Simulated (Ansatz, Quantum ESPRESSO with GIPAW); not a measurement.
# SiO2 (Quartz): NMR parameters from first principles

Wanted: NMR shieldings and quadrupolar couplings for each site of SiO2 (Quartz).

Calculated with Quantum ESPRESSO with GIPAW 8.0dev (patched build); DFT, PBE, plane-wave PAW (pslibrary 1.0.0 recipes), scalar-relativistic, GIPAW; a patched development version of the program.

This is a report of a sequence of runs, with most program output left out.

## (1) The starting structure

Symmetry: P3_121, No. 152, trigonal system. Conventional cell: a = 4.916 Å, b = 4.916 Å, c = 5.409 Å, α = 90.00°, β = 90.00°, γ = 120.00°. Nearest to Si lie 4 O at 1.62 to 1.63 Å. O has 2 Si at 1.62 to 1.63 Å nearest. Farther neighbours and most contacts between anions are not listed.

Coordinates:

```cif
data_structure
_symmetry_space_group_name_H-M 'P 1'
_symmetry_Int_Tables_number 1
_cell_length_a 4.9158
_cell_length_b 4.9158
_cell_length_c 5.4091
_cell_angle_alpha 90.000
_cell_angle_beta 90.000
_cell_angle_gamma 120.000
_cell_volume 113.20
loop_
_atom_site_label
_atom_site_type_symbol
_atom_site_fract_x
_atom_site_fract_y
_atom_site_fract_z
_atom_site_occupancy
Si1 Si 0.46580 0.46580 0.00000 1
Si2 Si 0.00000 0.53420 0.66667 1
Si3 Si 0.53420 0.00000 0.33333 1
O4 O 0.86414 0.27424 0.44612 1
O5 O 0.72576 0.58990 0.77945 1
O6 O 0.41010 0.13586 0.11279 1
O7 O 0.27424 0.86414 0.55388 1
O8 O 0.58990 0.72576 0.22055 1
O9 O 0.13586 0.41010 0.88721 1
```

The cell is an entry of the Crystallography Open Database.

This structure had its atoms relaxed beforehand (DFT, PBE, plane-wave PAW, default files (PAW set soft_2), scalar-relativistic, Ansatz), starting from the database entry, since shieldings follow bond lengths closely.

## (2) Ground state

The shielding is a linear response of the occupied states, which this run provides. It is converged far beyond what an energy needs, since the response uses the wavefunctions themselves. No empty states are asked for: the response is solved without them. The mesh has a spacing of 0.50 Å⁻¹ at most. The PAW files were made with ld1.x from the pslibrary 1.0.0 recipes, with GIPAW reconstruction switched on.

Input file scf.in:

```
&control
  calculation = 'scf'
  prefix = 'x'
  outdir = './tmp/'
  pseudo_dir = './'
/
&system
  ibrav = 0
  nat = 9
  ntyp = 2
  ecutwfc = 55
  ecutrho = 330
  nbnd = 24
/
&electrons
  conv_thr = 1.0d-10
  mixing_beta = 0.7
  electron_maxstep = 100
/
ATOMIC_SPECIES
  Si 28.085 Si.pbe-n-kjpaw_psl.1.0.0-gipaw.UPF
  O 15.999 O.pbe-n-kjpaw_psl.1.0.0-gipaw.UPF
CELL_PARAMETERS angstrom
  4.91580000 0.00000000 0.00000000
  -2.45790000 4.25720768 0.00000000
  0.00000000 0.00000000 5.40910000
ATOMIC_POSITIONS crystal
  Si 0.46579932 0.46579932 0.00000000
  Si 0.00000000 0.53420068 0.66666667
  Si 0.53420068 -0.00000000 0.33333333
  O 0.86414484 0.27424362 0.44611848
  O 0.72575638 0.58990122 0.77945182
  O 0.41009878 0.13585516 0.11278515
  O 0.27424362 0.86414484 0.55388152
  O 0.58990122 0.72575638 0.22054818
  O 0.13585516 0.41009878 0.88721485
K_POINTS automatic
  3 3 3 0 0 0
```

Run with:

```sh
> mpirun -np 8 pw.x -nk 8 -in scf.in > scf.out
```

Run time: 22 s. Hardware: 8 MPI ranks of Arm Neoverse V2, shared host; peak memory 1.2 GiB.

It converged in 29 cycles to an estimated accuracy of 7e-11 Ry, on 7 irreducible k-points.

## (3) Magnetic response

The job finds the current that a weak uniform field induces (applied as a long wave, q_gipaw) and the field that this current makes at each nucleus. On atoms with p or d valence electrons much of the paramagnetic part arises close to the nucleus, where the PAW partial waves rebuild the true states. pawproj makes the reconstruction use the PAW data sets' own projectors.

Input file nmr.in:

```
&inputgipaw
  job = 'nmr'
  prefix = 'x'
  tmp_dir = './tmp/'
  restart_mode = 'from_scratch'
  verbosity = 'low'
  q_gipaw = 0.01
  spline_ps = .true.
  conv_threshold = 1.0d-14
  use_nmr_macroscopic_shape = .false.
  pawproj(1) = .true.
  pawproj(2) = .true.
/
```

Run with:

```sh
> mpirun -np 8 gipaw.x -in nmr.in > nmr.out
```

It took 96 s on 8 MPI ranks; peak memory 0.66 GiB; 13 min of CPU time.

The f-sum rule is met to 0.0087 of 46.3 (0.02 %). Converged shieldings require that this miss be small, but a small miss does not prove them. gipaw.x warns that with these symmetry operations the susceptibility and the shape term are unreliable; the other terms are not touched.

From the symmetric part of each tensor, with principal values σ11 ≤ σ22 ≤ σ33: σ_iso is their mean, the span is σ33 − σ11 and the skew 3(σ_iso − σ22)/span. (gipaw.x prints an anisotropy in another convention.)

| site | atom no. | atoms in cell | σ_iso (ppm) | span (ppm) | skew |
| --- | --- | --- | --- | --- | --- |
| Si | 1 | 3 | 428.4 | 7.1 | -0.40 |
| O | 4 | 6 | 204.8 | 75.6 | 0.82 |

The macroscopic shape term is switched off. For a spherical sample the valence susceptibility of this run would add about 8 ppm to every site, a rough estimate, since the susceptibility converges slowly and lacks part of the PAW terms, above all in hexagonal and trigonal cells. Differences within the crystal don't depend on it, but shieldings of different compounds can't be compared to better than a few ppm without it.

In this run the largest span is that of O (site symmetry 1), with principal values 177.4, 184.1 and 253.0 ppm.

## (4) Electric field gradients

17O has a quadrupole moment, which couples to the field gradient and broadens the lines. The gradient is a property of the ground-state density and needs no response; it is taken from a second code that counts the whole PAW charge. C_Q = eQV_zz/h, with Q = -0.02558 barn for 17O.

This step: DFT, PBE, plane-wave PAW, default files (PAW set soft_2), scalar-relativistic, field gradients (Ansatz 0.2.0), on the same atoms.

Input file input.yaml:

```yaml
crystal:
  lattice:
    - [4.9158, 0.0, 0.0]
    - [-2.4579, 4.2572076799, 0.0]
    - [0.0, 0.0, 5.4091]
  atoms:
    - { symbol: Si, position: [0.4657993248, 0.4657993248, 0.0] }
    - { symbol: Si, position: [0.0, 0.5342006752, 0.6666666667] }
    - { symbol: Si, position: [0.5342006752, 0.0, 0.3333333333] }
    - { symbol: O, position: [0.8641448432, 0.2742436234, 0.4461184821] }
    - { symbol: O, position: [0.7257563766, 0.5899012198, 0.7794518154] }
    - { symbol: O, position: [0.4100987802, 0.1358551568, 0.1127851487] }
    - { symbol: O, position: [0.2742436234, 0.8641448432, 0.5538815179] }
    - { symbol: O, position: [0.5899012198, 0.7257563766, 0.2205481846] }
    - { symbol: O, position: [0.1358551568, 0.4100987802, 0.8872148513] }
kpoints:
  mp_grid: { grid: [4, 4, 3] }
scf:
  occupations: { method: fixed }
hamiltonian:
  xc: pbe
output:
  forces: false
  stress: false
  efg: { quadrupole_moments_barn: { O: -0.02558 } }
  write_density: true
  write_potential: true
  elf: true
  volumetric_format: npy
```

Run with:

```sh
> ansatz run input.yaml --threads 8 --pin off --max-ram 16384MiB --backend cpu --events-out ev --progress --plain --runs-dir out
```

Wall time 0.67 s (8 threads); peak memory 0.43 GiB; 3.5 s of CPU time.

gipaw.x (job efg) gives them too, in 1.2 s; on PAW files it lacks the augmentation charge of neighbouring atoms. V_zz in 10²¹ V/m²:

| site | Ansatz | gipaw.x | η_Q, first | η_Q, second |
| --- | --- | --- | --- | --- |
| Si | 0.663 | 0.645 | 0.61 | 0.69 |
| O | 9.352 | 8.958 | 0.25 | 0.26 |

Gradients over 0.05 agree within 5 %.

Among nuclei of half-integer spin the second-order effect is largest for 17O on O (spin 5/2, C_Q -5.78 MHz): at 9.4 T it moves the centre of gravity of the MAS line by -70 ppm from δ_iso, and by a quarter of that at twice the field, by δ_Q = −(3/40)(C_Q/ν0)²(1 + η²/3)[I(I+1) − 3/4]/[I²(2I−1)²] × 10⁶ ppm with ν0 = 54.3 MHz.

## (5) Sites, surroundings and shifts

Covalently bonded atoms count as neighbours within 1.18 times the sum of their radii. Otherwise a cation's neighbours lie within 1.2 times its shortest bond (1.3 for large cations, each anion's radius taken off where they differ), and an anion's are the cations that count it.

| site | atom no. | atoms in cell | surroundings | bonds (Å) | σ_iso (ppm) | C_Q (MHz) | η_Q |
| --- | --- | --- | --- | --- | --- | --- | --- |
| Si | 1 | 3 | SiO4, Q4 | 1.62 to 1.63 | 428.4 | - | - |
| O | 4 | 6 | bridging Si-O-Si, 141° | 1.62 to 1.63 | 204.8 | -5.78 | 0.25 |

Simulated spectrum: 29Si static powder, 23.5 T (198.9 MHz), lines broadened by 0.8 ppm; the axis counts ppm from the isotropic position of Si, as −Δσ; rigid lattice, with dipolar and J couplings left out.

offset (ppm), intensity and a bar:
```
     7.52       0.00 
     7.08       0.00 
     6.65       0.00 
     6.21       0.00 
     5.81       0.00 
     5.37       0.01 
     4.93       0.01 
     4.53       0.04 #
     4.09       0.17 #####
     3.65       0.32 ##########
     3.25       0.38 ###########
     2.81       0.41 ############
     2.38       0.43 #############
     1.94       0.46 ##############
     1.54       0.49 ###############
     1.10       0.53 ################
     0.66       0.58 #################
     0.26       0.64 ###################
    -0.18       0.74 ######################
    -0.62       0.91 ###########################
    -0.95       1.00 ##############################
    -1.02       1.00 ##############################
    -1.46       0.86 ##########################
    -1.89       0.72 ######################
    -2.33       0.62 ###################
    -2.74       0.50 ###############
    -3.17       0.24 #######
    -3.61       0.06 ##
    -4.01       0.02 #
    -4.45       0.01 
    -4.89       0.01 
    -5.29       0.01 
    -5.73       0.00 
    -6.17       0.00 
    -6.57       0.00
```

Most prominent maxima (ppm: height): -0.95: 1.00.

Simulated spectrum: 17O fast MAS, 18.8 T (108.6 MHz), central transition to second order, lines broadened by 1.5 ppm; the axis counts ppm from the isotropic position of O, as −Δσ; rigid lattice, with dipolar and J couplings and satellite transitions left out.

offset (ppm), intensity and a bar:
```
      4.2       0.00 
      2.5       0.00 
      0.8       0.00 
     -0.9       0.01 
     -2.5       0.06 ##
     -4.2       0.47 ##############
     -5.9       0.61 ##################
     -7.5       0.72 ######################
     -9.2       0.98 #############################
     -9.4       1.00 ##############################
    -10.9       0.80 ########################
    -12.4       0.66 ####################
    -14.1       0.60 ##################
    -15.8       0.57 #################
    -17.5       0.56 #################
    -19.1       0.56 #################
    -20.8       0.59 ##################
    -22.5       0.66 ####################
    -24.1       0.86 ##########################
    -24.6       0.91 ###########################
    -25.8       0.70 #####################
    -27.5       0.49 ###############
    -29.0       0.40 ############
    -30.7       0.15 ####
    -32.4       0.10 ###
    -34.1       0.09 ###
    -35.7       0.08 ###
    -37.4       0.08 ##
    -39.1       0.08 ##
    -40.7       0.07 ##
    -42.4       0.06 ##
    -44.1       0.01 
    -45.6       0.00 
    -47.3       0.00 
    -49.0       0.00 
    -50.6       0.00
```

Most prominent maxima (ppm: height): -9.4: 1.00, -24.6: 0.91.

## (6) Cost against result

Each row names what was changed: the structure as given shows what the relaxation did; another functional shows how far the paramagnetic term hangs on the exchange-correlation form; another cutoff tests the basis; another mesh tests the sampling of the zone.

Changes of σ_iso (ppm) against the run above (PBE, cutoffs 55 and 330 Ry, mesh 3×3×3, 16 min). Times are CPU times of pw.x and gipaw.x together, on 8 MPI ranks of Arm Neoverse V2, shared host; on a shared host they are rough. A run is marked as doubtful where the f-sum miss passes 0.015 electrons, or that much for each three atoms in larger cells (with Tl, Pb, Hg, Bi or Sn a third of that, or a mesh spacing over 0.26 Å⁻¹), or where the susceptibility is unphysically large.

| run | CPU time | f-sum miss | Si | O |
| --- | --- | --- | --- | --- |
| structure as given | 18 min | 0.0077 | +3.5 | +5.3 |
| LDA | 14 min | 0.0092 | -17.5 | -14.7 |
| cutoffs 40 and 330 Ry (marked) | 9.4 min | 0.045 | -0.0 | -0.4 |
| mesh 2×2×2 (marked) | 9.4 min | 0.085 | +0.3 | -15.1 |

The largest move is -17.5 ppm, on Si, from LDA.

## (7) Summary of results

| Quantity | Value |
| --- | --- |
| 29Si shielding without shape term | 428.4 ppm |
| 17O shielding without shape term | 204.8 ppm |
| 17O size of C_Q | 5.78 MHz |

**Reading.** 29Si has one site (SiO4, Q4), with isotropic shielding 428.4 ppm (shape term left out). A shift needs a reference, δ = σ_ref − σ, fixed on measured compounds; for 29Si of this kind at this level too few were at hand, or they scattered too widely about a line, so none is given. A finer mesh and a higher cutoff were not carried through on these files. The largest change with the functional is 17.5 ppm in absolute shielding; part of that drops out once each functional has its own reference line. In PBE checks against another PAW code, field gradients made this way came out 2 to 6 % larger on O (three silicas and corundum) and 10 % smaller on Al (corundum alone). This build of gipaw.x prints that it is not audited and that its numbers are no references by themselves. It also reports spline_ps as false although the input sets it; why was not traced. pw.x warned of eigenvalues not converged in some cycles of 2 ground-state runs, which then met the threshold.

[Logs are printed without paths, hosts, clocks, repeated set-up lines and the standing remarks that a program may print on its own settings, such as how far it seeks lower states.]

[Hosts, paths, dates, database ids (printed as entryN), source tags and the programs' standing remarks are cut or masked in the printed files.]

[Where no reference line passes its bar on scatter, no shift is given, so a measured shift of this compound may stand uncompared.]
